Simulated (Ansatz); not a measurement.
# How many bands does the GW gap of Be3N2 (P6_3/mmc) need?

Wanted: a G0W0 gap for Be3N2 (P6_3/mmc) that is converged in bands and cutoff, or an estimate of the limit.

Program: Ansatz 0.2.0. Level of theory: G0W0 on LDA, plane waves, PAW; PAW set soft_1. Results are calculated unless marked as measured.

**1. Set-up**

It takes space group P6_3/mmc (No. 194, hexagonal). The conventional cell has a = 2.842 Å, b = 2.842 Å, c = 9.747 Å, α = 90.00°, β = 90.00°, γ = 120.00°. Nearest to Be lie 4 N at 1.67 to 1.81 Å. Nearest to Be lie 3 N at 1.64 Å. Nearest to N lie 6 Be at 1.81 Å. Nearest to N lie 5 Be at 1.64 to 1.67 Å. Farther neighbours and most contacts between anions are not listed.

Structure file:

```xyz
10
Lattice="2.8417 0.0000 0.0000 -1.4208 2.4610 0.0000 0.0000 0.0000 9.7468" Properties=species:S:1:pos:R:3 pbc="T T T"
Be    0.0000    1.6406    0.7650
Be    1.4208    0.8203    5.6384
Be    1.4208    0.8203    8.9819
Be    0.0000    1.6406    4.1084
Be    0.0000    0.0000    2.4367
Be    0.0000    0.0000    7.3101
N     0.0000    0.0000    0.0000
N     0.0000    0.0000    4.8734
N     0.0000    1.6406    2.4367
N     1.4208    0.8203    7.3101
```

The cell and positions are those that the Materials Project relaxed with its own functionals (PBE, PBE+U or r2SCAN), kept fixed.

**2. 61 empty bands, screening to 54 eV**

Now the one-shot GW correction: screening in the RPA, then the self-energy of the levels asked for. This step takes PAW set soft_1 files.

The input, input.yaml:

```yaml
crystal:
  lattice:
    - [2.8416792263, 0.0, 0.0]
    - [-1.4208396132, 2.4609663994, 0.0]
    - [0.0, 0.0, 9.74684101]
  atoms:
    - { symbol: Be, position: [0.33333333, 0.66666667, 0.07848597] }
    - { symbol: Be, position: [0.66666667, 0.33333333, 0.57848597] }
    - { symbol: Be, position: [0.66666667, 0.33333333, 0.92151403] }
    - { symbol: Be, position: [0.33333333, 0.66666667, 0.42151403] }
    - { symbol: Be, position: [0.0, 0.0, 0.25] }
    - { symbol: Be, position: [0.0, 0.0, 0.75] }
    - { symbol: "N", position: [0.0, 0.0, 0.0] }
    - { symbol: "N", position: [0.0, 0.0, 0.5] }
    - { symbol: "N", position: [0.33333333, 0.66666667, 0.25] }
    - { symbol: "N", position: [0.66666667, 0.33333333, 0.75] }
kpoints:
  mp_grid: { grid: [6, 6, 2] }
hamiltonian:
  xc: lda
  pseudopotentials: { kind: paw, azcp: { folder: soft_1 }, xc_functional: pbe }
scf:
  occupations: { method: fixed }
gw:
  n_empty_bands: 61
  ecut_chi: 54
  qp_bands: [v3, c3]
  qp_kpoints: band_edges
  screening: { model: contour_deformation }
```

Run with:

```console
ansatz run input.yaml --threads 3 --pin off --max-ram 92160MiB --backend cuda --events-out ev --progress --plain --runs-dir out --devices 1 --max-vram 13GiB
```

Numbers of over 12 decimals in the logs are rounded to 6 here.

The log of the run:

```text
GPUs: using 1 of 1 available (devices: 1).
Engine: ansatz 0.2.0, x86_64-unknown-linux-gnu
Pseudopotentials: kind: paw
Pseudopotential: Be, paw, valence charge 2, recommended cutoff 420 eV (normal), soft_1/Be.paw.azcp
Pseudopotential: N, paw, valence charge 5, recommended cutoff 420 eV (normal), soft_1/N.paw.azcp
Functional definition: SPW92
  exchange = slater_x
  correlation = pw_c
device memory: the entry about to start is reckoned to put 0.7 GiB on a device that reports 52.6 GiB free (of which the cap on the GPU budget leaves the run 13.0 GiB)
GPU FFT provider: cuFFT
GPU libraries: cuBLAS 13.8.2, cuFFT 12.4.0, cuSOLVER 12.3.4
Crystal: 10 atoms, lattice volume = 68.162 Å³
Basis set: ecut = 420 eV, 1329 PW (Γ)
Bands: 26, of which v1, the nominal top of the filled ones, is band 16 counted from 1 (15 counted from 0)
Symmetry: 24 space group operations
Space group: P63/mmc (ITA 194), of the structure as read, at distance tolerance 4.1e-5 Å
k-points: 14 of 72
Non-local potential: Be, projectors of the file, l = 0: 2, l = 1: 2, l = 2: 1
Non-local potential: N, projectors of the file, l = 0: 2, l = 1: 2, l = 2: 1
PAW form: soft (Blöchl's): semilocal exchange-correlation on the pseudo side does not see the compensation charge
PAW frozen core: Be, regenerated for the run's functional, and the local potential with it (the file was generated under x = pbe(κ = 0.804, μ = 0.219515), c = pbe(β = 0.066725))
PAW frozen core: N, regenerated for the run's functional, and the local potential with it (the file was generated under x = pbe(κ = 0.804, μ = 0.219515), c = pbe(β = 0.066725))
PAW one-centre angular grid: Be, 110 points (default); XC on 64 Gauss nodes
PAW one-centre angular grid: N, 110 points (default); XC on 64 Gauss nodes
Initial density: superposition of atomic densities (chi_scale 0.1, normalization cell, long waves kept (reshape's long-wave potential 0.01 eV rms))
Initial wavefunctions: pseudopotential atomic-orbital guess
GPU buffer pool allocated for 28800 grid points (all kernels)
GPU transforms: local potential and band sums: pruned to the plane-wave sphere, on 20×20×72
Functional: x = slater, c = lda
SCF iter   1: F=—  HF=-2040.461576 eV  |F-HF|=—  |Δ(HF+E_count)|=         —  Δρ=1.22e-1  dr2=1.15e1  ethr=3.10e-3  ⟨swp⟩=4.0  Hψ=1538  notcnv=0  defer=100
preconditioner: auto → none  [insulator: Δε(μ)=4.831 eV  Ē_g=15.801 eV  n_scr=6 (ndim 8)  ℏωp=25.4 eV  f_vac=0.000  ε∞_Penn≈3.6]
SCF iter   2: F=—  HF=-2037.199617 eV  |F-HF|=—  |Δ(HF+E_count)|=    3.26e0  Δρ=6.33e-2  dr2=1.62e0  ethr=3.10e-3  ⟨swp⟩=3.0  Hψ=877  notcnv=0  defer=100
SCF iter   3: F=—  HF=-2036.763917 eV  |F-HF|=—  |Δ(HF+E_count)|=   4.36e-1  Δρ=2.01e-2  dr2=1.65e-1  ethr=3.10e-3  ⟨swp⟩=2.1  Hψ=681  notcnv=0  defer=105
SCF iter   4: F=—  HF=-2036.750368 eV  |F-HF|=—  |Δ(HF+E_count)|=   1.35e-2  Δρ=9.08e-3  dr2=6.55e-2  ethr=5.16e-4  ⟨swp⟩=2.6  Hψ=544  notcnv=0  defer=111
SCF iter   5: F=—  HF=-2036.732448 eV  |F-HF|=—  |Δ(HF+E_count)|=   1.79e-2  Δρ=9.43e-4  dr2=5.40e-4  ethr=2.05e-4  ⟨swp⟩=2.8  Hψ=664  notcnv=0  defer=111
SCF iter   6: F=—  HF=-2036.732294 eV  |F-HF|=—  |Δ(HF+E_count)|=   1.53e-4  Δρ=3.46e-4  dr2=7.85e-5  ethr=1.69e-6  ⟨swp⟩=2.0  Hψ=554  notcnv=0  defer=111
SCF iter   7: F=—  HF=-2036.732272 eV  |F-HF|=—  |Δ(HF+E_count)|=   2.28e-5  Δρ=1.12e-4  dr2=6.67e-6  ethr=2.45e-7  ⟨swp⟩=2.9  Hψ=537  notcnv=0  defer=35
SCF iter   8: F=—  HF=-2036.732270 eV  |F-HF|=—  |Δ(HF+E_count)|=   1.93e-6  Δρ=1.55e-5  dr2=1.15e-7  ethr=2.09e-8  ⟨swp⟩=2.8  Hψ=532  notcnv=0  defer=36
SCF iter   9: F=-2036.732270 eV  HF=-2036.732270 eV  |F-HF|=8.34e-11  |Δ(HF+E_count)|=   3.82e-8  Δρ=5.41e-7  dr2=1.44e-10  ethr=3.13e-10  ⟨swp⟩=8.3  Hψ=1515  notcnv=0
SCF 1 converged in 9 iterations: F = -2036.732270 eV  dr2 = 1.44e-10
  greatest PAW one-centre occupation: 0.782 electrons in one spin orbital (limit 2), on the N atom at site 8 (counted from 0), in its partial waves of l = 0
device memory: the entry about to start is reckoned to put 0.8 GiB on a device that reports 52.5 GiB free (of which the cap on the GPU budget leaves the run 13.0 GiB)
NSCF: frozen V_eff on 14 k-points, pencils in batches of 32, up to order 104
the band table was solved once the SCF had ended and its energy, with any forces and stress, was formed, with the checks that follow a solve (1559 applications of the Hamiltonian). They found nothing against the state; the energy, forces and stress were not computed again (output.eigenvalues in the input reference)
device memory: the entry about to start is reckoned to put 1.9 GiB on a device that reports 52.6 GiB free (of which the cap on the GPU budget leaves the run 13.0 GiB)
NSCF: frozen V_eff on 14 k-points
G₀W₀ screening: q 1/14
[... further progress lines ...]
SCF converged after 9 iterations
Free energy (F): -2036.732270 eV
Harris-Foulkes:  -2036.732270 eV  (|F-HF|=8.34e-11)
Internal energy: -2036.732270 eV  (E = F + TS)
E sigma→0 (E₀):  -2036.732270 eV
Fermi energy:    7.678545 eV
--- Per-component energies (eV) ---
  E_band       = 50.110358
  E_kinetic    = 656.508443
  E_local      = -765.636910  (includes V_loc(G=0)·N_el)
  E_nonlocal   = 168.639924
  E_hartree    = 258.624533
  E_xc         = -361.052947
  E_vxc        = -430.192010  (∫ρ·V_xc dr)
  E_paw        = -804.293325  (= ΣΔE_a)
  E_vpaw       = -96.461586  (= ΣTr[D̂ρ^β])
  E_aug_tail   = 0.003385  (compensation charges beyond the density's cutoff)
  E_ewald      = -1190.027271
  E_core_change = 0.501899  (= ΣΔE_core)
  E_smearing   = -0.000000  (= −TS)
  E_closure    = 0.000000  (closes the sum)
  Σ components = -2036.732270   (vs F -2036.732270, Δ=0.00e0)
--- Band table (eV; the first three rows and the last of 14) ---
  k-point 0: bands = [... 12 lower, 7.1846, 7.2861, 7.6785, 7.6785, 13.8971, 14.8229, 15.3851, 15.9181, ... 6 higher]
  k-point 1: bands = [... 12 lower, 7.4856, 7.4856, 7.4856, 7.4856, 14.5199, 14.5199, 15.7075, 15.7075, ... 6 higher]
  k-point 2: bands = [... 12 lower, 6.5929, 6.6739, 7.0892, 7.3122, 14.6381, 14.7107, 15.3460, 15.6634, ... 6 higher]
  k-point 13: bands = [... 12 lower, 4.6712, 4.6712, 6.0346, 6.0346, 13.6109, 13.6109, 14.2840, 14.2840, ... 6 higher]
--- G₀W₀: contour deformation, 5 samples at zero and on the imaginary axis and 2 off it, 72 q-points, 61 empty bands' worth ---
  eigenvalues of the whole cell's RPA ε∞ on this k-mesh (on a slab, of 1 + 4πα/V) = 4.4583, 4.4583, 5.4192; static W/v taken at q = 0 is 0.212441
  bands read: the sum over 77 bands ends inside a degenerate multiplet in 8 slots, whose members it reads at an even weight; the widest, k=0: bands 77 to 78 (counted from 1) at 1/2 each
  gw.qp_kpoints: band_edges: 11 of 14 stored k-points solved, in 1 pass; an edge of the gap read off the rows below is read off those points alone
    valence top: of the k-points left out ik 9 came nearest to being solved in a further pass, in band 15 (counted from 1, as in the quasiparticle table): it holds the edge there only if its correction is more favourable than any solved in that band by at least 0.919 eV; those differ by 0.459 eV
    conduction bottom: of the k-points left out ik 11 came nearest to being solved in a further pass, in band 17 (counted from 1, as in the quasiparticle table): it holds the edge there only if its correction is more favourable than any solved in that band by at least 2.235 eV; those differ by 0.346 eV
    ik  band        ε_KS         Σx   Σc(E_QP)       V_xc       Z   E_QP_lin       E_QP  E_QP is
     0    14      7.2861   -21.6202     3.5804   -18.0892  0.8036     7.3354     7.3355  root
     0    15      7.6785   -22.2201     3.7543   -18.4987  0.8060     7.7114     7.7114  root
     0    16      7.6785   -22.2201     3.7543   -18.4987  0.8060     7.7114     7.7114  root
     0    17     13.8971    -9.5713    -4.4350   -15.2706  0.8219    15.1740    15.1614  root
     0    18     14.8229    -9.2046    -4.7356   -15.4584  0.8163    16.3614    16.3412  root
     0    19     15.3851    -7.7954    -4.5504   -13.9551  0.8269    17.0151    16.9944  root
     1    14      7.4856   -22.0808     3.7861   -18.2846  0.8053     7.4756     7.4756  root
     1    15      7.4856   -22.0808     3.7861   -18.2846  0.8053     7.4756     7.4756  root
     1    16      7.4856   -22.0808     3.7861   -18.2846  0.8053     7.4756     7.4756  root
     1    17     14.5199    -9.7380    -4.6186   -15.8082  0.8155    15.9897    15.9715  root
     1    18     14.5199    -9.7380    -4.6186   -15.8082  0.8155    15.9897    15.9715  root
     1    19     15.7075    -8.2359    -4.5080   -14.4017  0.8228    17.3887    17.3651  root
     2    14      6.6739   -21.7578     4.0185   -17.5237  0.8014     6.4579     6.4583  root
     2    15      7.0892   -21.5054     3.6000   -17.9284  0.8031     7.1122     7.1122  root
     2    16      7.3122   -22.0476     3.8026   -18.2308  0.8046     7.2980     7.2980  root
     2    17     14.6381    -9.2322    -4.4785   -15.1693  0.8185    16.1147    16.0966  root
     2    18     14.7107    -8.0777    -4.6102   -14.3035  0.8193    16.3493    16.3263  root
     2    19     15.3460    -7.0944    -4.4550   -13.1550  0.8268    16.9730    16.9516  root
     3    14      6.7486   -21.5576     3.8093   -17.6058  0.8014     6.6059     6.6061  root
     3    15      7.0605   -21.8724     3.8455   -17.9568  0.8035     6.9904     6.9904  root
     3    16      7.0605   -21.8724     3.8455   -17.9568  0.8035     6.9904     6.9904  root
     3    17     14.6000    -8.5224    -4.5191   -14.5838  0.8198    16.1625    16.1422  root
     3    18     14.6000    -8.5224    -4.5191   -14.5838  0.8198    16.1625    16.1422  root
     3    19     15.5711    -7.1668    -4.4983   -13.3704  0.8247    17.3017    17.2764  root
[...]
12    18     13.8526    -6.3737    -4.1415   -11.9341  0.8324    15.2864    15.2714  root
    12    19     13.8526    -6.3737    -4.1415   -11.9341  0.8324    15.2864    15.2714  root
    13    14      4.6712   -21.1274     4.0511   -16.6792  0.7945     4.2726     4.2741  root
    13    15      6.0346   -20.8721     3.7598   -16.8637  0.7973     5.7854     5.7860  root
    13    16      6.0346   -20.8721     3.7598   -16.8637  0.7973     5.7854     5.7860  root
    13    17     13.6109    -6.3193    -4.1283   -11.8127  0.8341    14.9894    14.9760  root
    13    18     13.6109    -6.3193    -4.1283   -11.8127  0.8341    14.9894    14.9760  root
    13    19     14.2840    -7.3189    -4.3621   -13.3583  0.8238    15.9851    15.9613  root
```

The job ended after 7.1 s (1 × NVIDIA H100 80GB HBM3 (shared by 6 runs) with 3 threads of AMD EPYC 7R13 (Zen 3), shared host; peak memory 1 GiB; 8.4 s of CPU time).

This step gave:

* bands summed: 77
* RPA ε∞ on this mesh (eigenvalues): 4.458, 4.458, 5.419
* plane waves in the screening matrix: 65
* q-points in the mesh: 72
* G0W0 gap on the mesh: 4.424 eV
* k of the valence top: 0, 0, 0
* k of the conduction bottom: 0, -0.5, 0
* starting gap on the mesh: 3.261 eV
* Z at the valence top: 0.8060
* Z at the conduction bottom: 0.8403
* least direct G0W0 gap on the computed points: 6.026 eV

The gap on the mesh goes from 3.26 eV to 4.42 eV, a correction of +1.16 eV. Between the two edge states, bare exchange in place of the xc potential would open the gap by 8.69 eV, and correlation takes back 7.53 eV.

**3. 173 empty bands, screening to 108 eV**

Bands and screening cutoff are moved together, since each hides the error of the other.

Changes to input.yaml since step 2:

```diff
@@ -24,4 +24,4 @@
 gw:
-  n_empty_bands: 61
-  ecut_chi: 54
+  n_empty_bands: 173
+  ecut_chi: 108
   qp_bands: [v3, c3]
```

The log of the run:

```text
GPUs: using 1 of 1 available (devices: 1).
[...]
GPU FFT provider: cuFFT
GPU libraries: cuBLAS 13.8.2, cuFFT 12.4.0, cuSOLVER 12.3.4
Crystal: 10 atoms, lattice volume = 68.162 Å³
Basis set: ecut = 420 eV, 1329 PW (Γ)
Bands: 26, of which v1, the nominal top of the filled ones, is band 16 counted from 1 (15 counted from 0)
Symmetry: 24 space group operations
[...]
k-points: 14 of 72
[...]
GPU buffer pool allocated for 28800 grid points (all kernels)
[...]
SCF iter   1: F=—  HF=-2040.461576 eV  |F-HF|=—  |Δ(HF+E_count)|=         —  Δρ=1.22e-1  dr2=1.15e1  ethr=3.10e-3  ⟨swp⟩=4.0  Hψ=1538  notcnv=0  defer=100
[...]
SCF iter   9: F=-2036.732270 eV  HF=-2036.732270 eV  |F-HF|=8.34e-11  |Δ(HF+E_count)|=   3.82e-8  Δρ=5.41e-7  dr2=1.44e-10  ethr=3.13e-10  ⟨swp⟩=8.3  Hψ=1515  notcnv=0
SCF 1 converged in 9 iterations: F = -2036.732270 eV  dr2 = 1.44e-10
[...]
NSCF: frozen V_eff on 14 k-points, pencils in batches of 32, up to order 104
[...]
NSCF: frozen V_eff on 14 k-points
G₀W₀ screening: q 1/14
[... further progress lines ...]
SCF converged after 9 iterations
Free energy (F): -2036.732270 eV
[...]
Internal energy: -2036.732270 eV  (E = F + TS)
E sigma→0 (E₀):  -2036.732270 eV
Fermi energy:    7.678545 eV
[...]
--- Band table (eV; the first three rows and the last of 14) ---
  k-point 0: bands = [... 12 lower, 7.1846, 7.2861, 7.6785, 7.6785, 13.8971, 14.8229, 15.3851, 15.9181, ... 6 higher]
  k-point 1: bands = [... 12 lower, 7.4856, 7.4856, 7.4856, 7.4856, 14.5199, 14.5199, 15.7075, 15.7075, ... 6 higher]
  k-point 2: bands = [... 12 lower, 6.5929, 6.6739, 7.0892, 7.3122, 14.6381, 14.7107, 15.3460, 15.6634, ... 6 higher]
  k-point 13: bands = [... 12 lower, 4.6712, 4.6712, 6.0346, 6.0346, 13.6109, 13.6109, 14.2840, 14.2840, ... 6 higher]
[...]
0    14      7.2861   -21.6202     3.0578   -18.0892  0.7957     6.8113     6.8128  root
     0    15      7.6785   -22.2201     3.2123   -18.4987  0.7985     7.1676     7.1695  root
     0    16      7.6785   -22.2201     3.2123   -18.4987  0.7985     7.1676     7.1695  root
     0    17     13.8971    -9.5713    -4.6835   -15.2706  0.8146    14.9206    14.9130  root
     0    18     14.8229    -9.2046    -5.0666   -15.4584  0.8087    16.0220    16.0102  root
     0    19     15.3851    -7.7954    -4.9385   -13.9551  0.8206    16.6177    16.6063  root
     1    14      7.4856   -22.0808     3.2559   -18.2846  0.7980     6.9432     6.9453  root
     1    15      7.4856   -22.0808     3.2559   -18.2846  0.7980     6.9432     6.9453  root
[...]
13    16      6.0346   -20.8721     3.3170   -16.8637  0.7911     5.3391     5.3431  root
    13    17     13.6109    -6.3193    -4.4909   -11.8127  0.8308    14.6203    14.6134  root
    13    18     13.6109    -6.3193    -4.4909   -11.8127  0.8308    14.6203    14.6134  root
    13    19     14.2840    -7.3189    -4.7733   -13.3583  0.8186    15.5627    15.5501  root
```

It took 7.7 s on 1 × NVIDIA H100 80GB HBM3 (shared by 6 runs) with 3 threads; peak memory 1.1 GiB; 11 s of CPU time.

Numbers from this step:

* bands summed: 189
* RPA ε∞ on this mesh (eigenvalues): 4.356, 4.356, 5.304
* plane waves in the screening matrix: 191
* q-points in the mesh: 72
* G0W0 gap on the mesh: 4.677 eV
* k of the valence top: 0, 0, 0
* k of the conduction bottom: 0, -0.5, 0
* starting gap on the mesh: 3.261 eV
* Z at the valence top: 0.7985
* Z at the conduction bottom: 0.8364
* least direct G0W0 gap on the computed points: 6.206 eV

Against the run with 6×6×2 mesh, 61 empty bands, screening to 54 eV, PAW set soft_1 files, the gap moves by +0.25 eV.

**4. 373 empty bands, screening to 180 eV**

Changes to input.yaml since step 3:

```diff
@@ -24,4 +24,4 @@
 gw:
-  n_empty_bands: 173
-  ecut_chi: 108
+  n_empty_bands: 373
+  ecut_chi: 180.0
   qp_bands: [v3, c3]
```

The log of the run:

```text
GPUs: using 1 of 1 available (devices: 1).
[...]
GPU FFT provider: cuFFT
GPU libraries: cuBLAS 13.8.2, cuFFT 12.4.0, cuSOLVER 12.3.4
Crystal: 10 atoms, lattice volume = 68.162 Å³
Basis set: ecut = 420 eV, 1329 PW (Γ)
Bands: 26, of which v1, the nominal top of the filled ones, is band 16 counted from 1 (15 counted from 0)
Symmetry: 24 space group operations
[...]
k-points: 14 of 72
[...]
1    15      7.4856   -22.0808     2.9389   -18.2846  0.7948     6.6229     6.6283  root
[...]
13    16      6.0346   -20.8721     3.0610   -16.8637  0.7881     5.0793     5.0872  root
    13    17     13.6109    -6.3193    -4.6256   -11.8127  0.8300    14.4838    14.4787  root
    13    18     13.6109    -6.3193    -4.6256   -11.8127  0.8300    14.4838    14.4787  root
    13    19     14.2840    -7.3189    -4.9388   -13.3583  0.8173    15.3942    15.3846  root
[key lines of the parts left out:]
SCF converged after 9 iterations
Free energy (F): -2036.732270 eV
Fermi energy:    7.678545 eV
```

Wall time 24 s (1 × NVIDIA H100 80GB HBM3 (shared by 6 runs) with 3 threads); peak memory 1.5 GiB.

This step gave:

* bands summed: 389
* RPA ε∞ on this mesh (eigenvalues): 4.349, 4.349, 5.293
* plane waves in the screening matrix: 363
* G0W0 gap on the mesh: 4.879 eV
* k of the valence top: 0, 0, 0
* k of the conduction bottom: 0, -0.5, 0
* starting gap on the mesh: 3.261 eV
* least direct G0W0 gap on the computed points: 6.352 eV

Against the run with 6×6×2 mesh, 173 empty bands, screening to 108 eV, PAW set soft_1 files, the gap moves by +0.20 eV.

(Part 1 of 2 ends here.)

[Paths, hosts, dates, memory and timing lines, banners, echoed tables and standing remarks are left out of the program output.]

[Logs are printed without paths, hosts, clocks, repeated set-up lines and the standing remarks that a program may print on its own settings, such as how far it seeks lower states.]

[Runs of the session that timed out or met a known fault of the program may be left out.]

[Cells called generated may have been cut or substituted from an entry of the Crystallography Open Database or the Materials Project.]

[Hosts, paths, dates, database ids (printed as entryN), source tags and the programs' standing remarks are cut or masked in the printed files.]
